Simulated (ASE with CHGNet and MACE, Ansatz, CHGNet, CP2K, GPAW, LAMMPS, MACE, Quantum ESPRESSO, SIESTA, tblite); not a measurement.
**Machine-learned potentials runs on amorphous SiO1.9 (78 atoms)**

How do the settings of machine-learned potentials change the result for amorphous SiO1.9 (78 atoms)? A plane-wave run serves as the yardstick.

Calculated with ASE with CHGNet and MACE; the method is named at each step.

## (1) Set-up

The cell holds 78 atoms: 27 Si and 51 O. Cell: a = 10.502 Å, b = 10.502 Å, c = 10.502 Å, α = 90.0°, β = 90.0°, γ = 90.0°. 78 atoms (27 Si, 51 O) placed at random at 2.26 g/cm³, melted at 5000 K for 10 ps at fixed volume with the Tersoff Si-O potential (Munetoh et al., Comput. Mater. Sci. 39, 334 (2007)). Quenched from 5000 K to 500 K at 20 K/ps and fixed volume, annealed at 2000 K for 50 ps, held 5 ps.

The yardstick, on the same geometry:

- method: Kohn-Sham DFT, PBE, SSSP efficiency 1.3.0 pseudopotentials, plane waves (Quantum ESPRESSO 7.5); sssp-pbe-1.3.0-efficiency, cutoffs 60/480 Ry, Γ point
- r.m.s. force component: 1.368 eV/Å
- longest force: 5.01 eV/Å
- pressure: -1.028 GPa
- time: 3.1 min on 4 MPI ranks of Arm Neoverse V1, shared host
- CPU time: 12 min

## (2) CHGNet r2SCAN potential

Method: machine-learned interatomic potential CHGNet r2SCAN, trained on r2SCAN plane-wave data.

Contents of run.py:

```python
import numpy as np
from ase.io import read
import mlip  # loads the published weights by name

atoms = read("structure.xyz")
atoms.calc = mlip.calc("chgnet-r2scan")
energy = atoms.get_potential_energy()
forces = atoms.get_forces()
print(f"energy {energy:.6f} eV")
print("forces (eV/A)")
for i, (a, f) in enumerate(zip(atoms, forces)):
    print(f"{i:4d} {a.symbol:2s} {f[0]:10.5f} {f[1]:10.5f} {f[2]:10.5f}")
stress = -atoms.get_stress(voigt=False) * 160.21766
print("stress (GPa, compression positive)")
for row in stress:
    print(" ".join(f"{x:10.4f}" for x in row))
```

Contents of structure.xyz:

```xyz
78
Lattice="10.50180 0.00000 0.00000 0.00000 10.50180 0.00000 0.00000 0.00000 10.50180" Properties=species:S:1:pos:R:3 pbc="T T T"
Si 1.46490 7.10877 3.02116
Si 2.79516 7.75400 0.25446
Si 4.48154 3.50319 9.10433
Si 1.43098 1.28742 3.22374
Si 8.32971 0.05997 10.36748
Si 0.90547 10.46294 0.34771
Si 9.50024 8.35345 6.15679
Si 1.56109 5.09726 5.52941
Si 8.87633 7.58293 3.16640
Si 7.75852 5.81432 0.77934
Si 4.76488 0.63536 8.35292
Si 9.11934 5.52174 5.05693
Si 7.91311 7.92529 8.79095
Si 3.75649 3.23844 4.23244
Si 9.82548 3.61010 2.47118
Si 1.90933 1.96415 8.49144
Si 8.27941 0.93088 5.61237
Si 7.30348 10.27696 2.79768
Si 8.90826 3.15243 9.94037
Si 3.17690 6.16739 8.00048
Si 4.65597 8.57829 6.61697
Si 5.01829 9.83809 0.78165
Si 10.03888 3.30345 6.91838
Si 4.98468 4.59118 1.51478
Si 6.48570 5.98141 6.66182
Si 5.86273 2.80986 6.61844
Si 1.91910 9.30659 5.18285
O 9.11850 7.27260 4.83188
O 4.32433 4.24525 3.01832
O 7.23122 1.86554 6.54714
O 7.54470 9.31972 9.57029
O 4.88323 2.62156 5.27663
O 8.12188 6.90819 10.21678
O 0.57770 8.85207 6.11898
O 1.58640 0.55586 1.80536
O 5.62214 7.34328 6.09724
O 2.09448 8.29212 3.92400
O 8.50289 1.53515 9.68791
O 2.30735 6.99577 1.61507
O 4.20219 4.97838 8.39251
O 0.97121 2.53177 7.33824
O 7.96372 4.35919 0.03760
O 10.48678 7.68942 2.66147
O 8.36174 6.35873 2.22313
O 9.81855 10.01788 0.31789
O 5.16815 9.97104 7.26378
O 6.84875 6.78017 8.07126
O 9.38588 3.62270 8.36846
O 2.63228 6.70897 9.47903
O 3.44491 9.20913 5.68567
O 5.83816 4.48868 6.96553
O 1.31766 0.11762 4.36444
O 0.93897 1.14753 9.69726
O 9.40111 2.10803 5.90096
O 7.69803 5.28094 5.75730
O 0.31075 2.55110 3.25860
[... 18 atom lines left out ...]
O 7.64878 8.76165 3.20168
O 5.79983 10.30752 2.13460
O 1.79780 9.07461 10.33892
O 5.14494 2.23940 8.05719
```

Run with:

```sh
OMP_NUM_THREADS=1 python run.py > output.txt
```

Output:

```text
CHGNet vr2scan initialized with 412,525 parameters
CHGNet will run on cpu
energy -748.607117 eV
forces (eV/A)
   0 Si    1.14427    1.05221    0.19018
   1 Si   -3.27356   -0.04581   -1.99128
   2 Si   -2.20013    2.25798    0.99082
   3 Si    0.84288    0.28903    0.56272
   4 Si    2.11662   -0.10739    2.31373
   5 Si    0.71607   -1.07593   -0.89265
   6 Si    0.92685    4.07258    0.62349
   7 Si    3.06154    0.89447   -1.31368
   8 Si    0.04492    0.25912   -3.47124
   9 Si   -0.80374   -0.45994    0.50199
  10 Si   -3.09193   -2.41342    0.82161
  11 Si   -0.32080   -1.99473   -2.20229
  12 Si   -1.70518   -3.65899    2.01104
  13 Si   -1.33679   -0.61954   -0.86549
  14 Si    0.17282   -0.43749   -0.45812
  15 Si   -0.12921   -2.74603    2.73714
  16 Si   -0.07127    0.13960   -0.20755
  17 Si    0.34149    1.79361   -0.56137
  18 Si    0.35751    0.95261    0.83100
  19 Si    1.30453    2.40984    3.00726
  20 Si   -1.88157   -2.54274    1.27610
  21 Si   -0.34185    0.13798   -0.30995
  22 Si    0.11931   -3.54809    0.31144
  23 Si   -0.65846    0.10357    0.74852
[...]
70 O     1.37054   -1.87262   -1.12792
  71 O     0.14657    1.58330   -1.79017
  72 O     0.63042   -0.36597    0.03770
  73 O     1.04142    0.94789    0.77842
  74 O     1.98815   -1.33961    0.22097
  75 O    -1.17095   -0.62773    0.20785
  76 O    -0.74715    1.10589    1.43981
  77 O     1.21809    1.16512   -0.13275
stress (GPa, compression positive)
   -3.1545     1.4186    -1.6492
    1.4186   -10.7374    -2.4011
   -1.6492    -2.4011   -10.7398
```

Wall time 5.5 s (1 thread of Arm Neoverse V1, shared host); peak memory 1 GiB.

Banners, paths, timers and routine set-up lines are dropped from the logs unmarked, and long logs keep their key lines alone; longer cuts are marked.

Against the reference:

- r.m.s. force component: 1.278 eV/Å
- r.m.s. difference of force components: 463.8 meV/Å
- longest difference of force vectors: 1965 meV/Å
- force difference over r.m.s. force: 33.89 %
- slope of forces against the reference's: 0.8789
- correlation of force components: 0.9408
- pressure: -8.211 GPa
- pressure difference: -7.183 GPa

Length of the force difference by element (eV/Å):

```
element  atoms  mean  most
      O     51  0.67   2.0
     Si     27  0.75   1.9
```

A closer look about O78, which has 3 bonded neighbours where the commonest count for O is 2: 13 atoms, nearest first, numbered in the order of the input, with positions taken from that point.

```
atom      x      y      z  distance (Å)  bonds     Fx     Fy  Fz (eV/Å)
 O78   0.00   0.00   0.00          0.00      3   1.22   1.17      -0.13
Si11  -0.38  -1.60   0.30          1.67      4  -3.09  -2.41       0.82
Si26   0.72   0.57  -1.44          1.71      4   1.10   1.34      -1.79
 Si3  -0.66   1.26   1.05          1.77      4  -2.20   2.26       0.99
 O71  -2.05  -1.39   0.18          2.49      2   1.37  -1.87      -1.13
 O69  -2.19   0.75   1.03          2.53      2  -0.40   1.56       1.15
 O51   0.69   2.25  -1.09          2.59      2   1.41  -2.10      -1.73
 O30   2.09  -0.37  -1.51          2.60      2  -3.30   0.16      -0.13
 O62   0.10  -2.07   1.81          2.75      2  -0.47   0.28      -0.32
 O32  -0.26   0.38  -2.78          2.82      2   0.71   0.30       0.75
 O46   0.02  -2.77  -0.79          2.88      2   0.98   1.01       0.95
 O40  -0.94   2.74   0.34          2.92      2  -0.70  -0.97       1.07
 O67  -0.20   1.38   2.64          2.98      2  -0.18  -0.60      -1.53
```

Atoms are counted from 1 here, from 0 in the log.

Forces lie 34 % from the reference's, at 0.0065 times its CPU time (on 1 against 4 cores).

## (3) CHGNet 0.3.0 potential

Method: machine-learned interatomic potential CHGNet 0.3.0, trained on PBE(+U) plane-wave data.

Changes to run.py since step 2:

```diff
@@ -5,3 +5,3 @@
 atoms = read("structure.xyz")
-atoms.calc = mlip.calc("chgnet-r2scan")
+atoms.calc = mlip.calc("chgnet-0.3.0")
 energy = atoms.get_potential_energy()
```

structure.xyz is that of step 2.

Output:

```text
CHGNet v0.3.0 initialized with 412,525 parameters
CHGNet will run on cpu
energy -620.976074 eV
forces (eV/A)
   0 Si    1.14039    0.98329    0.07544
   1 Si   -3.86880    0.03008   -2.30353
   2 Si   -2.14482    2.53303    0.75118
   3 Si    0.75721    0.27460    0.58360
   4 Si    2.08045   -0.29622    2.34600
   5 Si    0.81841   -1.34692   -0.86041
   6 Si    0.79890    4.09657    0.40221
   7 Si    2.69851    1.12064   -1.01281
   8 Si   -0.01178    0.27753   -3.70427
   9 Si   -0.54169   -0.45375    0.53759
  10 Si   -3.39607   -2.59099    0.61129
  11 Si   -0.11711   -1.99031   -2.49871
  12 Si   -1.92689   -4.37610    2.18479
  13 Si   -1.41528   -0.67874   -0.73512
  14 Si   -0.07299   -0.21602   -0.72011
  15 Si   -0.29890   -3.03809    3.00199
  16 Si   -0.11586   -0.12515   -0.26256
  17 Si    0.52657    1.88626   -0.33378
  18 Si    0.42116    0.91722    0.82538
  19 Si    1.25706    2.44737    3.30774
  20 Si   -1.88156   -2.93896    1.27658
  21 Si   -0.36285    0.28237   -0.07435
  22 Si    0.22146   -3.63324   -0.14958
  23 Si   -0.57947    0.27279    0.63794
[...]
70 O     1.34491   -2.12447   -1.32490
  71 O     0.22281    1.76988   -1.70940
  72 O     0.96996   -0.49014    0.05086
  73 O     1.31501    0.85368    0.61660
  74 O     1.71387   -1.64832    0.44285
  75 O    -1.66417   -0.48836    0.24735
  76 O    -0.60438    0.94277    1.32267
  77 O     1.26135    1.25895    0.18018
stress (GPa, compression positive)
    1.9771     1.3299    -1.5858
    1.3299    -5.5287    -2.1943
   -1.5858    -2.1943    -5.1453
```

It took 4.1 s on 1 thread; peak memory 1 GiB.

Numbers from this run, and their distance from the reference:

| Property | Result |
| --- | --- |
| r.m.s. force component | 1.362 eV/Å |
| r.m.s. difference of force components | 432.1 meV/Å |
| longest difference of force vectors | 1868 meV/Å |
| force difference over r.m.s. force | 31.58 % |
| slope of forces against the reference's | 0.9454 |
| correlation of force components | 0.9499 |
| pressure | -2.899 GPa |
| pressure difference | -1.871 GPa |

Against the first run (34 %), the force difference from the reference is 32 %, at 0.84 times the CPU time.

## (4) MACE MPA-0 medium potential

Method: machine-learned interatomic potential MACE MPA-0 medium, trained on PBE(+U) plane-wave data.

Changes to run.py since step 3:

```diff
@@ -5,3 +5,3 @@
 atoms = read("structure.xyz")
-atoms.calc = mlip.calc("chgnet-0.3.0")
+atoms.calc = mlip.calc("mace-mpa-0-medium")
 energy = atoms.get_potential_energy()
```

structure.xyz is that of step 3.

Output:

```text
energy -581.210750 eV
forces (eV/A)
   0 Si    1.04654    1.02282   -0.05016
   1 Si   -4.29607   -0.25623   -2.25119
   2 Si   -2.52036    3.04193    1.33444
   3 Si    0.95464    0.59790    0.89627
   4 Si    2.25831   -0.37031    2.31170
   5 Si    1.10907   -1.55296   -0.93271
   6 Si    1.17648    4.48918    1.10349
   7 Si    3.23992    1.29988   -1.40842
   8 Si    0.30320    0.73471   -3.59461
   9 Si   -1.24780   -0.33667    0.40493
  10 Si   -4.09737   -2.99690    0.18045
  11 Si    0.04488   -1.68769   -2.39146
  12 Si   -1.33539   -4.67670    2.05460
  13 Si   -1.81210   -0.97078   -0.45143
  14 Si   -0.33789   -0.99858   -0.47949
  15 Si   -0.03693   -3.56341    3.00317
  16 Si    0.03006   -0.03816   -0.10715
  17 Si    0.64557    1.82791   -0.10535
  18 Si    0.67345    1.13342    0.95425
  19 Si    0.90697    2.59130    3.77682
  20 Si   -2.16397   -2.87271    1.11080
  21 Si   -1.02327    0.08742    0.06146
  22 Si    0.34387   -4.32698    0.31649
  23 Si   -1.19156    0.97278    0.38892
[...]
70 O     1.58804   -2.02387   -1.26088
  71 O     0.50371    1.64167   -1.77789
  72 O     0.69324   -0.49435    0.18791
  73 O     1.41364    0.91508    0.46869
  74 O     1.97702   -1.81634    0.41757
  75 O    -1.66177   -0.63534    0.33889
  76 O    -0.39774    1.03168    1.37211
  77 O     1.57276    1.02380   -0.02880
stress (GPa, compression positive)
    2.1910     1.2463    -1.9981
    1.2463    -5.7531    -2.3297
   -1.9981    -2.3297    -5.1984
```

It took 9.5 s on 1 thread; peak memory 0.99 GiB.

Against the reference:

* r.m.s. force component: 1.466 eV/Å
* r.m.s. difference of force components: 350.3 meV/Å
* longest difference of force vectors: 1430 meV/Å
* force difference over r.m.s. force: 25.6 %
* slope of forces against the reference's: 1.041
* correlation of force components: 0.9718
* pressure: -2.92 GPa
* pressure difference: -1.892 GPa

Against the first run (34 %), the force difference from the reference is 26 %, at 1.9 times the CPU time.

## (5) The ladder

Differences are against the plane-wave reference, forces as r.m.s. over components; share is that over the reference's r.m.s. force, slope the least-squares factor from reference forces to these. Total energies of different programs have different zeros and aren't compared.

```
                        run  Δ force, r.m.s. (meV/Å)  share (%)  slope  Δ pressure (GPa)  cores  CPU time  memory (GiB)
                  reference                        -          -      -                 -      4    12 min           3.8
    CHGNet r2SCAN potential                      464       33.9  0.879             -7.18      1     4.8 s           1.0
     CHGNet 0.3.0 potential                      432       31.6  0.945             -1.87      1     4.1 s           1.0
MACE MPA-0 medium potential                      350       25.6  1.041             -1.89      1       9 s          0.99
```

Times of the machine-learned potentials are mostly Python's start and the loading of weights.

CPU time is summed over cores on a shared host, where runs went side by side, so it is rough. Symmetry, cutoffs, thresholds, outputs and thread counts weren't matched or tuned between programs; memory under MPI is the largest rank's times the ranks.

## (6) Summary of results

```yaml
nearest_in_forces: MACE MPA-0 medium potential, 26 %
its_cpu_time: 9 s
```

In words: Machine-learned potentials differ by 26 % (MACE MPA-0 medium potential) to 34 % (CHGNet r2SCAN potential); they were trained on other programs' data, some at another functional. The reference's pressure holds the uncorrected Pulay stress of its 60 Ry basis, so small pressure differences, and their order, may be the reference's own error. Machine-learned potentials mimic data converged in k, so the reference's own k-point error enters their differences. The quench rate of 20 K/ps is many orders above laboratory rates, so the cell is likely richer in defects and strain than a real sample. The network of bonds at the start is that of the classical potential that made the cell, and needn't be the one that DFT or experiment would give. The reference's stress is far from hydrostatic: its diagonal is 2.9, -3.5, -2.5 GPa, compression counted positive. The electronic-structure runs sample only Γ, in a cell whose shortest periodic width is 11 Å, which is coarse for a cell with partly filled levels.

[Also dropped from logs without a mark: logging warnings of Python, and SIESTA's first energy breakdown and zero terms.]

[Logs are printed without paths, hosts, clocks, repeated set-up lines and the standing remarks that a program may print on its own settings, such as how far it seeks lower states.]

[Hosts, paths, dates, database ids (printed as entryN), source tags and the programs' standing remarks are cut or masked in the printed files.]
